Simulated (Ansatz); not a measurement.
**Phonons of SnTe (Fm-3m) against volume**

Aim: how do the optical modes of SnTe (Fm-3m) move with volume?

Method: DFT PBEsol, scalar-relativistic, plane waves, PAW; PAW set soft_1, in Ansatz 0.2.0.

The database entry behind the starting cell differs from later determinations by our own check (about 0.3 % short), so it need not match the best structure at ambient conditions.

**1. The starting structure**

The structure is cubic, space group Fm-3m (No. 225). Conventional cell: a = 6.302 Å, b = 6.302 Å, c = 6.302 Å, α = 90.00°, β = 90.00°, γ = 90.00°. Nearest to Sn lie 6 Te at 3.15 Å. Te has 6 Sn at 3.15 Å nearest. Farther neighbours and most contacts between anions are not listed.

As a file:

```cif
data_structure
_symmetry_space_group_name_H-M 'Fm-3m'
_symmetry_Int_Tables_number 225
_cell_length_a 6.3017
_cell_length_b 6.3017
_cell_length_c 6.3017
_cell_angle_alpha 90.000
_cell_angle_beta 90.000
_cell_angle_gamma 90.000
_cell_volume 250.25
loop_
_atom_site_label
_atom_site_type_symbol
_atom_site_symmetry_multiplicity
_atom_site_Wyckoff_symbol
_atom_site_fract_x
_atom_site_fract_y
_atom_site_fract_z
_atom_site_occupancy
Sn1 Sn 4 a 0.00000 0.00000 0.00000 1
Te1 Te 4 b 0.50000 0.00000 0.00000 1
```

**2. Bringing the structure to rest**

The cell and atoms are relaxed, since residual forces and stress would shift the frequencies.

input.yaml

```yaml
crystal:
  lattice:
    - [0.0, 3.15085, 3.15085]
    - [3.15085, 0.0, 3.15085]
    - [3.15085, 3.15085, 0.0]
  atoms:
    - { symbol: Sn, position: [0.0, 0.0, 0.0] }
    - { symbol: Te, position: [0.5, 0.5, 0.5] }
kpoints:
  mp_grid: { grid: [10, 10, 10] }
hamiltonian:
  xc: pbesol
  pseudopotentials: { kind: paw, azcp: { folder: soft_1 }, xc_functional: pbe }
scf:
  occupations: { method: gaussian, width: 0.01 }
output:
  forces: true
  stress: true
  eigenvalues: true
relax:
  adjacent_minimum: "off"
  f_tol: 0.005
  max_steps: 80
  cell: { stress_tol: 0.05 }
```

Started as:

```sh
$ ansatz run input.yaml --threads 4 --pin off --max-ram 10240MiB --backend cpu --events-out ev --progress --plain --runs-dir out
```

Numbers of over 12 decimals in the logs are rounded to 6 here.

What it wrote:

```text
Engine: ansatz 0.2.0, x86_64-unknown-linux-gnu
Pseudopotentials: kind: paw
Pseudopotential: Sn, paw, valence charge 14, recommended cutoff 420 eV (normal), soft_1/Sn.paw.azcp
Pseudopotential: Te, paw, valence charge 16, recommended cutoff 420 eV (normal), soft_1/Te.paw.azcp
Functional definition: PBEsol
  exchange = pbesol_x
  correlation = pbesol_c
Crystal: 2 atoms, lattice volume = 62.562 Å³
Basis set: ecut = 420 eV, 1243 PW (Γ), exchange–correlation on 60×60×60 points (8 copies of the dense FFT grid, shifted against one another)
Bands: 19, of which v1, the nominal top of the filled ones, is band 15 counted from 1 (14 counted from 0)
Symmetry: 48 space group operations
Space group: Fm-3m (ITA 225), of the structure as read, at distance tolerance 4.0e-5 Å
k-points: 47 of 1000
Non-local potential: Sn, projectors of the file, l = 0: 2, l = 1: 2, l = 2: 2, l = 3: 1
Non-local potential: Te, projectors of the file, l = 0: 2, l = 1: 2, l = 2: 2, l = 3: 1
PAW form: soft (Blöchl's): semilocal exchange-correlation on the pseudo side does not see the compensation charge
PAW frozen core: Sn, regenerated for the run's functional, and the local potential with it (the file was generated under x = pbe(κ = 0.804, μ = 0.219515), c = pbe(β = 0.066725))
PAW frozen core: Te, regenerated for the run's functional, and the local potential with it (the file was generated under x = pbe(κ = 0.804, μ = 0.219515), c = pbe(β = 0.066725))
PAW one-centre angular grid: Sn, 590 points (default); XC on 64 Gauss nodes
PAW one-centre angular grid: Te, 590 points (default); XC on 64 Gauss nodes
Initial density: superposition of atomic densities (chi_scale 0.1, normalization cell, long waves kept (reshape's long-wave potential 0.00 eV rms))
Initial wavefunctions: pseudopotential atomic-orbital guess
Functional: x = pbesol(κ = 0.804, μ = 0.123457), c = pbesol(β = 0.046)
SCF iter   1: F=—  HF=-12852.013088 eV  |F-HF|=—  |Δ(HF+E_count)|=         —  Δρ=1.07e-2  dr2=7.16e-2  ethr=3.10e-3  ⟨swp⟩=7.5  Hψ=5144  notcnv=0
preconditioner: auto → none  [insulator: Δε(μ)=0.154 eV  Ē_g=8.670 eV  σ=0.010 eV  W_gap=1.00  n_scr=14 (ndim 8)  ℏωp=14.8 eV  f_vac=0.000  D(μ)=0.00/eV (n_scr^D=0)  ε∞_Penn≈3.9]
SCF iter   2: F=—  HF=-12852.007306 eV  |F-HF|=—  |Δ(HF+E_count)|=   5.78e-3  Δρ=5.36e-3  dr2=1.89e-2  ethr=2.39e-4  ⟨swp⟩=2.0  Hψ=1455  notcnv=0
SCF iter   3: F=—  HF=-12852.007177 eV  |F-HF|=—  |Δ(HF+E_count)|=   1.29e-4  Δρ=4.22e-4  dr2=4.70e-5  ethr=6.29e-5  ⟨swp⟩=3.3  Hψ=1715  notcnv=0
SCF iter   4: F=—  HF=-12852.007189 eV  |F-HF|=—  |Δ(HF+E_count)|=   1.23e-5  Δρ=1.32e-4  dr2=9.82e-6  ethr=1.57e-7  ⟨swp⟩=2.2  Hψ=1752  notcnv=0
SCF iter   5: F=—  HF=-12852.007182 eV  |F-HF|=—  |Δ(HF+E_count)|=   7.06e-6  Δρ=2.44e-5  dr2=1.09e-7  ethr=3.27e-8  ⟨swp⟩=2.0  Hψ=1598  notcnv=0
SCF iter   6: F=-12852.007182 eV  HF=-12852.007182 eV  |F-HF|=7.07e-9  |Δ(HF+E_count)|=   3.30e-7  Δρ=6.22e-6  dr2=1.57e-8  ethr=3.33e-10  ⟨swp⟩=6.6  Hψ=4373  notcnv=0
SCF 1 converged in 6 iterations: F = -12852.007182 eV  dr2 = 1.57e-8
  greatest PAW one-centre occupation: 0.998 electrons in one spin orbital (limit 2), on the Te atom at site 1 (counted from 0), in its partial waves of l = 2
relax step   1: F+E_penalty+E_count = -12852.00718223 eV  Δ(F+E_penalty+E_count) = +0.000e0 eV  max|allowed force component| = 1.782e-29 eV/Å  Δτ_max = 0.0000 Å  P = -0.300 GPa  Ω = 62.562 Å³  (6 SCF iters, dr2 threshold 1.00e-7 eV, accepted)
Crystal: 2 atoms, lattice volume = 62.017 Å³
Initial density: handed on by an earlier stage of this run
Initial wavefunctions: those handed on with the density
iter 1 solved again at ethr=4.41e-7 eV; its pass at ethr=3.10e-3 eV (dr2=1.32e-4 eV) is discarded
SCF iter   1: F=—  HF=-12852.007592 eV  |F-HF|=—  |Δ(HF+E_count)|=         —  Δρ=2.32e-4  dr2=7.06e-5  ethr=4.41e-7  ⟨swp⟩=3.0  Hψ=6246  notcnv=0
preconditioner: auto → none  [insulator: Δε(μ)=0.168 eV  Ē_g=8.686 eV  σ=0.010 eV  W_gap=1.00  n_scr=14 (ndim 8)  ℏωp=14.9 eV  f_vac=0.004  D(μ)=0.00/eV (n_scr^D=0)  ε∞_Penn≈3.9]
SCF iter   2: F=—  HF=-12852.007578 eV  |F-HF|=—  |Δ(HF+E_count)|=   1.43e-5  Δρ=1.11e-4  dr2=1.45e-5  ethr=2.35e-7  ⟨swp⟩=1.3  Hψ=905  notcnv=0
iter 3 did not close the SCF: its close was put off for the readings that it lacked (scf_convergence_deferred on its scf_iter line)
SCF iter   3: F=-12852.007575 eV  HF=-12852.007575 eV  |F-HF|=3.36e-8  |Δ(HF+E_count)|=   2.48e-6  Δρ=9.39e-6  dr2=2.46e-8  ethr=4.84e-8  ⟨swp⟩=2.0  Hψ=1079  notcnv=0
iter 4 did not close the SCF: its close was put off for the readings that it lacked (scf_convergence_deferred on its scf_iter line)
SCF iter   4: F=-12852.007575 eV  HF=-12852.007575 eV  |F-HF|=2.39e-9  |Δ(HF+E_count)|=   3.11e-8  Δρ=2.64e-6  dr2=2.14e-9  ethr=8.21e-11  ⟨swp⟩=2.6  Hψ=1611  notcnv=0
iter 5 did not close the SCF: its close was put off for the readings that it lacked (scf_convergence_deferred on its scf_iter line)
SCF iter   5: F=-12852.007575 eV  HF=-12852.007575 eV  |F-HF|=2.87e-10  |Δ(HF+E_count)|=   3.12e-9  Δρ=5.01e-7  dr2=2.69e-10  ethr=7.12e-12  ⟨swp⟩=2.0  Hψ=1363  notcnv=0
SCF iter   6: F=-12852.007575 eV  HF=-12852.007575 eV  |F-HF|=5.46e-12  |Δ(HF+E_count)|=  1.22e-10  Δρ=8.01e-8  dr2=6.44e-12  ethr=1.00e-12  ⟨swp⟩=1.4  Hψ=2470  notcnv=0
SCF 2 converged in 6 iterations: F = -12852.007575 eV  dr2 = 6.44e-12
relax step   2: F+E_penalty+E_count = -12852.00757536 eV  Δ(F+E_penalty+E_count) = -3.931e-4 eV  max|allowed force component| = 6.541e-30 eV/Å  Δτ_max = 0.0000 Å  P = +0.111 GPa  Ω = 62.017 Å³  energy of the carried Pulay correction = +6.522e-5 eV  (6 SCF iters, dr2 threshold 2.00e-7 eV, accepted)
Crystal: 2 atoms, lattice volume = 62.163 Å³
iter 1 solved again at ethr=3.05e-8 eV; its pass at ethr=3.10e-3 eV (dr2=9.15e-6 eV) is discarded
SCF iter   1: F=—  HF=-12852.007609 eV  |F-HF|=—  |Δ(HF+E_count)|=         —  Δρ=6.31e-5  dr2=5.24e-6  ethr=3.05e-8  ⟨swp⟩=3.0  Hψ=6078  notcnv=0
preconditioner: auto → none  [insulator: Δε(μ)=0.160 eV  Ē_g=8.676 eV  σ=0.010 eV  W_gap=1.00  n_scr=14 (ndim 8)  ℏωp=14.9 eV  f_vac=0.005  D(μ)=0.00/eV (n_scr^D=0)  ε∞_Penn≈3.9]
SCF iter   2: F=—  HF=-12852.007608 eV  |F-HF|=—  |Δ(HF+E_count)|=   9.72e-7  Δρ=3.02e-5  dr2=1.07e-6  ethr=1.75e-8  ⟨swp⟩=1.3  Hψ=906  notcnv=0
iter 3 did not close the SCF: its close was put off for the readings that it lacked (scf_convergence_deferred on its scf_iter line)
SCF iter   3: F=-12852.007608 eV  HF=-12852.007608 eV  |F-HF|=2.64e-9  |Δ(HF+E_count)|=   1.79e-7  Δρ=2.59e-6  dr2=1.82e-9  ethr=3.57e-9  ⟨swp⟩=2.0  Hψ=1089  notcnv=0
iter 4 did not close the SCF: its close was put off for the readings that it lacked (scf_convergence_deferred on its scf_iter line)
SCF iter   4: F=-12852.007608 eV  HF=-12852.007608 eV  |F-HF|=1.86e-10  |Δ(HF+E_count)|=   2.56e-9  Δρ=7.05e-7  dr2=1.47e-10  ethr=6.07e-12  ⟨swp⟩=2.9  Hψ=1714  notcnv=0
iter 5 did not close the SCF: its close was put off for the readings that it lacked (scf_convergence_deferred on its scf_iter line)
SCF iter   5: F=-12852.007608 eV  HF=-12852.007608 eV  |F-HF|=2.00e-11  |Δ(HF+E_count)|=  2.33e-10  Δρ=1.20e-7  dr2=1.74e-11  ethr=1.00e-12  ⟨swp⟩=2.0  Hψ=1359  notcnv=0
SCF iter   6: F=-12852.007608 eV  HF=-12852.007608 eV  |F-HF|=3.64e-12  |Δ(HF+E_count)|=  7.28e-12  Δρ=2.11e-8  dr2=2.34e-13  ethr=1.00e-12  ⟨swp⟩=1.7  Hψ=2121  notcnv=0
SCF 3 converged in 6 iterations: F = -12852.007608 eV  dr2 = 2.34e-13
relax step   3: F+E_penalty+E_count = -12852.00760785 eV  Δ(F+E_penalty+E_count) = -3.249e-5 eV  max|allowed force component| = 3.451e-30 eV/Å  Δτ_max = 0.0000 Å  P = -0.001 GPa  Ω = 62.163 Å³  energy of the carried Pulay correction = +4.762e-5 eV  (6 SCF iters, dr2 threshold 3.08e-8 eV, accepted)
Initial wavefunctions: pseudopotential atomic-orbital guess (no wavefunctions were taken with the density)
iter 1 solved again at ethr=1.50e-7 eV; its pass at ethr=3.10e-3 eV (dr2=4.50e-5 eV) is discarded
SCF iter   1: F=—  HF=-12852.007556 eV  |F-HF|=—  |Δ(HF+E_count)|=         —  Δρ=5.23e-6  dr2=3.12e-9  ethr=1.50e-7  ⟨swp⟩=3.0  Hψ=7813  notcnv=0
eigensolver tolerance schedule: the retry pair's looser diagonalisation over-reported the residual by 14411.40 of it (diagonalisation noise at 2.30 of the residual, at the tolerance the schedule requests for it); recorded, not acted on — ethr = c·dr2/N_el stays at c = 1.0e-1
SCF iter   2: F=—  HF=-12852.007557 eV  |F-HF|=—  |Δ(HF+E_count)|=   8.28e-7  Δρ=2.50e-6  dr2=7.01e-10  ethr=1.04e-11  ⟨swp⟩=3.2  Hψ=2077  notcnv=0
SCF iter   3: F=—  HF=-12852.007557 eV  |F-HF|=—  |Δ(HF+E_count)|=  7.49e-10  Δρ=3.67e-7  dr2=5.18e-11  ethr=2.34e-12  ⟨swp⟩=2.0  Hψ=1598  notcnv=0
iter 4 did not close the SCF: its close was put off for the readings that it lacked (scf_convergence_deferred on its scf_iter line)
SCF iter   4: F=-12852.007557 eV  HF=-12852.007557 eV  |F-HF|=0.00e0  |Δ(HF+E_count)|=  1.27e-11  Δρ=1.31e-7  dr2=3.91e-12  ethr=1.00e-12  ⟨swp⟩=2.0  Hψ=1265  notcnv=0
iter 5 did not close the SCF: its close was put off for the readings that it lacked (scf_convergence_deferred on its scf_iter line)
SCF iter   5: F=-12852.007557 eV  HF=-12852.007557 eV  |F-HF|=7.28e-12  |Δ(HF+E_count)|=  5.46e-12  Δρ=4.33e-8  dr2=8.84e-13  ethr=1.00e-12  ⟨swp⟩=1.0  Hψ=893  notcnv=0
iter 6 did not close the SCF: its close was put off for the readings that it lacked (scf_convergence_deferred on its scf_iter line)
SCF iter   6: F=-12852.007557 eV  HF=-12852.007557 eV  |F-HF|=7.28e-12  |Δ(HF+E_count)|=  1.82e-12  Δρ=7.82e-9  dr2=2.42e-14  ethr=1.00e-12  ⟨swp⟩=1.0  Hψ=893  notcnv=0
iter 7 did not close the SCF: its close was put off for the readings that it lacked (scf_convergence_deferred on its scf_iter line)
SCF iter   7: F=-12852.007557 eV  HF=-12852.007557 eV  |F-HF|=1.82e-12  |Δ(HF+E_count)|=  5.46e-12  Δρ=1.17e-9  dr2=3.68e-16  ethr=1.00e-12  ⟨swp⟩=1.0  Hψ=893  notcnv=0
SCF iter   8: F=-12852.007557 eV  HF=-12852.007557 eV  |F-HF|=0.00e0  |Δ(HF+E_count)|=  1.82e-12  Δρ=2.41e-10  dr2=6.37e-17  ethr=1.00e-12  ⟨swp⟩=3.1  Hψ=2700  notcnv=0
SCF 4 converged in 8 iterations: F = -12852.007557 eV  dr2 = 6.37e-17
relax step   4: F+E_penalty+E_count = -12852.00755732 eV  Δ(F+E_penalty+E_count) = +5.052e-5 eV  max|allowed force component| = 9.795e-30 eV/Å  Δτ_max = 0.0000 Å  P = -0.001 GPa  Ω = 62.163 Å³  stress off target by 1.30e-3 GPa  SCF on the basis re-selected at this cell (its energy is not comparable with the rows above)  (8 SCF iters)
basis re-selected at this cell: Δ(F+E_penalty+E_count) = +5.052e-5 eV, ΔP = -0.000 GPa vs the last step (what re-selecting the basis moved, of the pressure what is left beyond the Pulay correction that the steps carried, after the strain that the cell walked since its last selection, with what the two solves' SCF thresholds leave and, on support functions, any second-order correction that the steps lacked; it is no m [...]
SCF converged after 8 iterations
Free energy (F): -12852.007557 eV
Harris-Foulkes:  -12852.007557 eV  (|F-HF|=0.00e0)
Internal energy: -12852.007557 eV  (E = F + TS)
E sigma→0 (E₀):  -12852.007557 eV
Fermi energy:    9.672372 eV
--- Per-component energies (eV) ---
  E_band       = -353.589893
  E_kinetic    = 339.401816
  E_local      = -2674.129835  (includes V_loc(G=0)·N_el)
  E_nonlocal   = 215.543725
  E_hartree    = 1333.079095
  E_xc         = -246.436853
  E_vxc        = -182.423334  (∫ρ·V_xc dr)
  E_paw        = -8888.383291  (= ΣΔE_a)
  E_vpaw       = -718.140834  (= ΣTr[D̂ρ^β])
  E_aug_tail   = 0.000378  (compensation charges beyond the density's cutoff)
  E_ewald      = -2931.742244
  E_core_change = 0.659651  (= ΣΔE_core)
  E_smearing   = -0.000000  (= −TS)
  E_closure    = -0.000000  (closes the sum)
  Σ components = -12852.007557   (vs F -12852.007557, Δ=0.00e0)
--- Forces (eV/Å), atoms counted from 1 ---
  atom   1  Sn    -0.00000000     0.00000000    -0.00000000
  atom   2  Te     0.00000000     0.00000000     0.00000000
  max |Σ_I F_I| component: 1.83e-29 eV/Å
--- Stress (GPa, compression-positive) ---
       -0.001298      -0.000000      -0.000000
       -0.000000      -0.001298       0.000000
       -0.000000      -0.000000      -0.001298
  P = ⅓ Tr σ = -0.0013 GPa (-0.013 kbar)
--- Band table (eV; the first three rows and the last of 47) ---
  k-point 0: bands = [... 11 lower, 4.9523, 7.4974, 7.4974, 7.4974, 12.9945, 12.9945, 12.9945, 14.3748]
  k-point 1: bands = [... 11 lower, 4.4604, 7.5114, 7.5114, 7.8496, 12.5207, 12.5207, 12.5347, 14.2913]
  k-point 2: bands = [... 11 lower, 3.4700, 7.5608, 7.5608, 8.4341, 11.6387, 11.6387, 11.6794, 14.4363]
  k-point 46: bands = [... 11 lower, 2.3049, 4.5057, 5.0520, 8.3100, 11.0670, 13.4955, 14.8875, 15.2777]
--- Relaxed structure (3 steps of the walk, 3 accepted, 1 SCFs on fresh bases) ---
  F+E_penalty+E_count = -12852.00755732 eV   max|allowed force component| = 9.795e-30 eV/Å   (the final SCF, on the basis selected at the relaxed cell)
  cell:  # Å, volume = 62.1630 Å³
    - [0, 3.144131, 3.144131]
    - [3.144131, 0, 3.144131]
    - [3.144131, 3.144131, 0]
  atoms:
    - { symbol: Sn, position: [0, 0, 0] }
    - { symbol: Te, position: [0.5, 0.5, 0.5] }
```

Wall time 3.2 s (4 threads of Intel Xeon at 2.60GHz (Ice Lake), shared host); peak memory 0.46 GiB.

The steps of the relaxation:

| step | energy less that of the first step (eV) | largest force component (eV/Å) | pressure (GPa) | volume (Å³) |
| --- | --- | --- | --- | --- |
| 1 | 0.0000 | 0.0000 | -0.30 | 62.56 |
| 2 | -0.0004 | 0.0000 | 0.11 | 62.02 |
| 3 | -0.0004 | 0.0000 | 0.00 | 62.16 |
| 4* | -0.0004 | 0.0000 | 0.00 | 62.16 |

Relaxation steps marked * repeat the geometry before them on a plane-wave basis chosen anew for their cell, so energy and pressure can jump there.

Forces are held to the 48 operations that the run works with; a distortion that breaks them can't arise in this run.

| conventional cell, symmetrised | before | after | change |
| --- | --- | --- | --- |
| a (Å) | 6.302 | 6.288 | -0.2 % |
| b (Å) | 6.302 | 6.288 | -0.2 % |
| c (Å) | 6.302 | 6.288 | -0.2 % |
| volume (Å³/atom) | 31.28 | 31.08 | -0.6 % |

The relaxed structure:

```xyz
2
Lattice="0.0000 3.1441 3.1441 3.1441 0.0000 3.1441 3.1441 3.1441 0.0000" Properties=species:S:1:pos:R:3 pbc="T T T"
Sn    0.0000    0.0000    0.0000
Te    3.1441    3.1441    3.1441
```

This step gave:

```
pressure          : -0.001298 GPa
gap on the k-mesh : 0.1604 eV
volume per atom   : 31.08 Å³
```

In this step the volume went from 31.28 to 31.08 Å³/atom.

**3. Tight relaxation**

Phonons need small forces and stress, so the relaxation is finished with tight tolerances on 12×12×12 k points.

input.yaml, the sections that differ from step 2:

```yaml
crystal:
  lattice:
    - [0.0, 3.14413105, 3.14413105]
    - [3.14413105, 0.0, 3.14413105]
    - [3.14413105, 3.14413105, 0.0]
  atoms:
    - { symbol: Sn, position: [0.0, 0.0, 0.0] }
    - { symbol: Te, position: [0.5, 0.5, 0.5] }
kpoints:
  mp_grid: { grid: [12, 12, 12] }
relax:
  adjacent_minimum: "off"
  f_tol: 0.001
  max_steps: 60
  cell: { stress_tol: 0.01 }
# hamiltonian, scf, output: as in step 2
```

What it wrote:

```text
[...]
Crystal: 2 atoms, lattice volume = 62.163 Å³
Basis set: ecut = 420 eV, 1243 PW (Γ), exchange–correlation on 60×60×60 points (8 copies of the dense FFT grid, shifted against one another)
Bands: 19, of which v1, the nominal top of the filled ones, is band 15 counted from 1 (14 counted from 0)
Symmetry: 48 space group operations
[...]
k-points: 72 of 1728
[...]
k-point 71: bands = [... 11 lower, 2.2395, 4.7645, 4.7645, 8.8331, 10.4732, 14.2282, 14.2282, 15.7201]
--- Relaxed structure (1 steps of the walk, 1 accepted, 1 SCFs on fresh bases) ---
[...]
cell:  # Å, volume = 62.1630 Å³
    - [0.0, 3.14413105, 3.14413105]
    - [3.14413105, 0.0, 3.14413105]
    - [3.14413105, 3.14413105, 0.0]
  atoms:
    - { symbol: Sn, position: [0.0, 0.0, 0.0] }
    - { symbol: Te, position: [0.5, 0.5, 0.5] }
[key lines of the parts left out:]
SCF converged after 9 iterations
Free energy (F): -12852.007747 eV
Fermi energy:    9.673011 eV
P = ⅓ Tr σ = 0.0063 GPa (0.063 kbar)
```

Run time: 2.7 s. Hardware: 4 threads; peak memory 0.48 GiB; 9.1 s of CPU time.

Little changed from the start: no atom moved by 0.005 Å and no cell edge by 0.1 %.

This step gave:

| Quantity | Value |
| --- | --- |
| pressure | 0.006331 GPa |
| gap on the k-mesh | 0.1605 eV |

The forces vanish by symmetry and the pressure is 0.006 GPa, within the tolerances set. The cell now holds 31.08 Å³/atom.

(Continued in part 2 of 2.)

[Logs are printed without paths, hosts, clocks, repeated set-up lines and the standing remarks that a program may print on its own settings, such as how far it seeks lower states.]

[Hosts, paths, dates, database ids (printed as entryN), source tags and the programs' standing remarks are cut or masked in the printed files.]
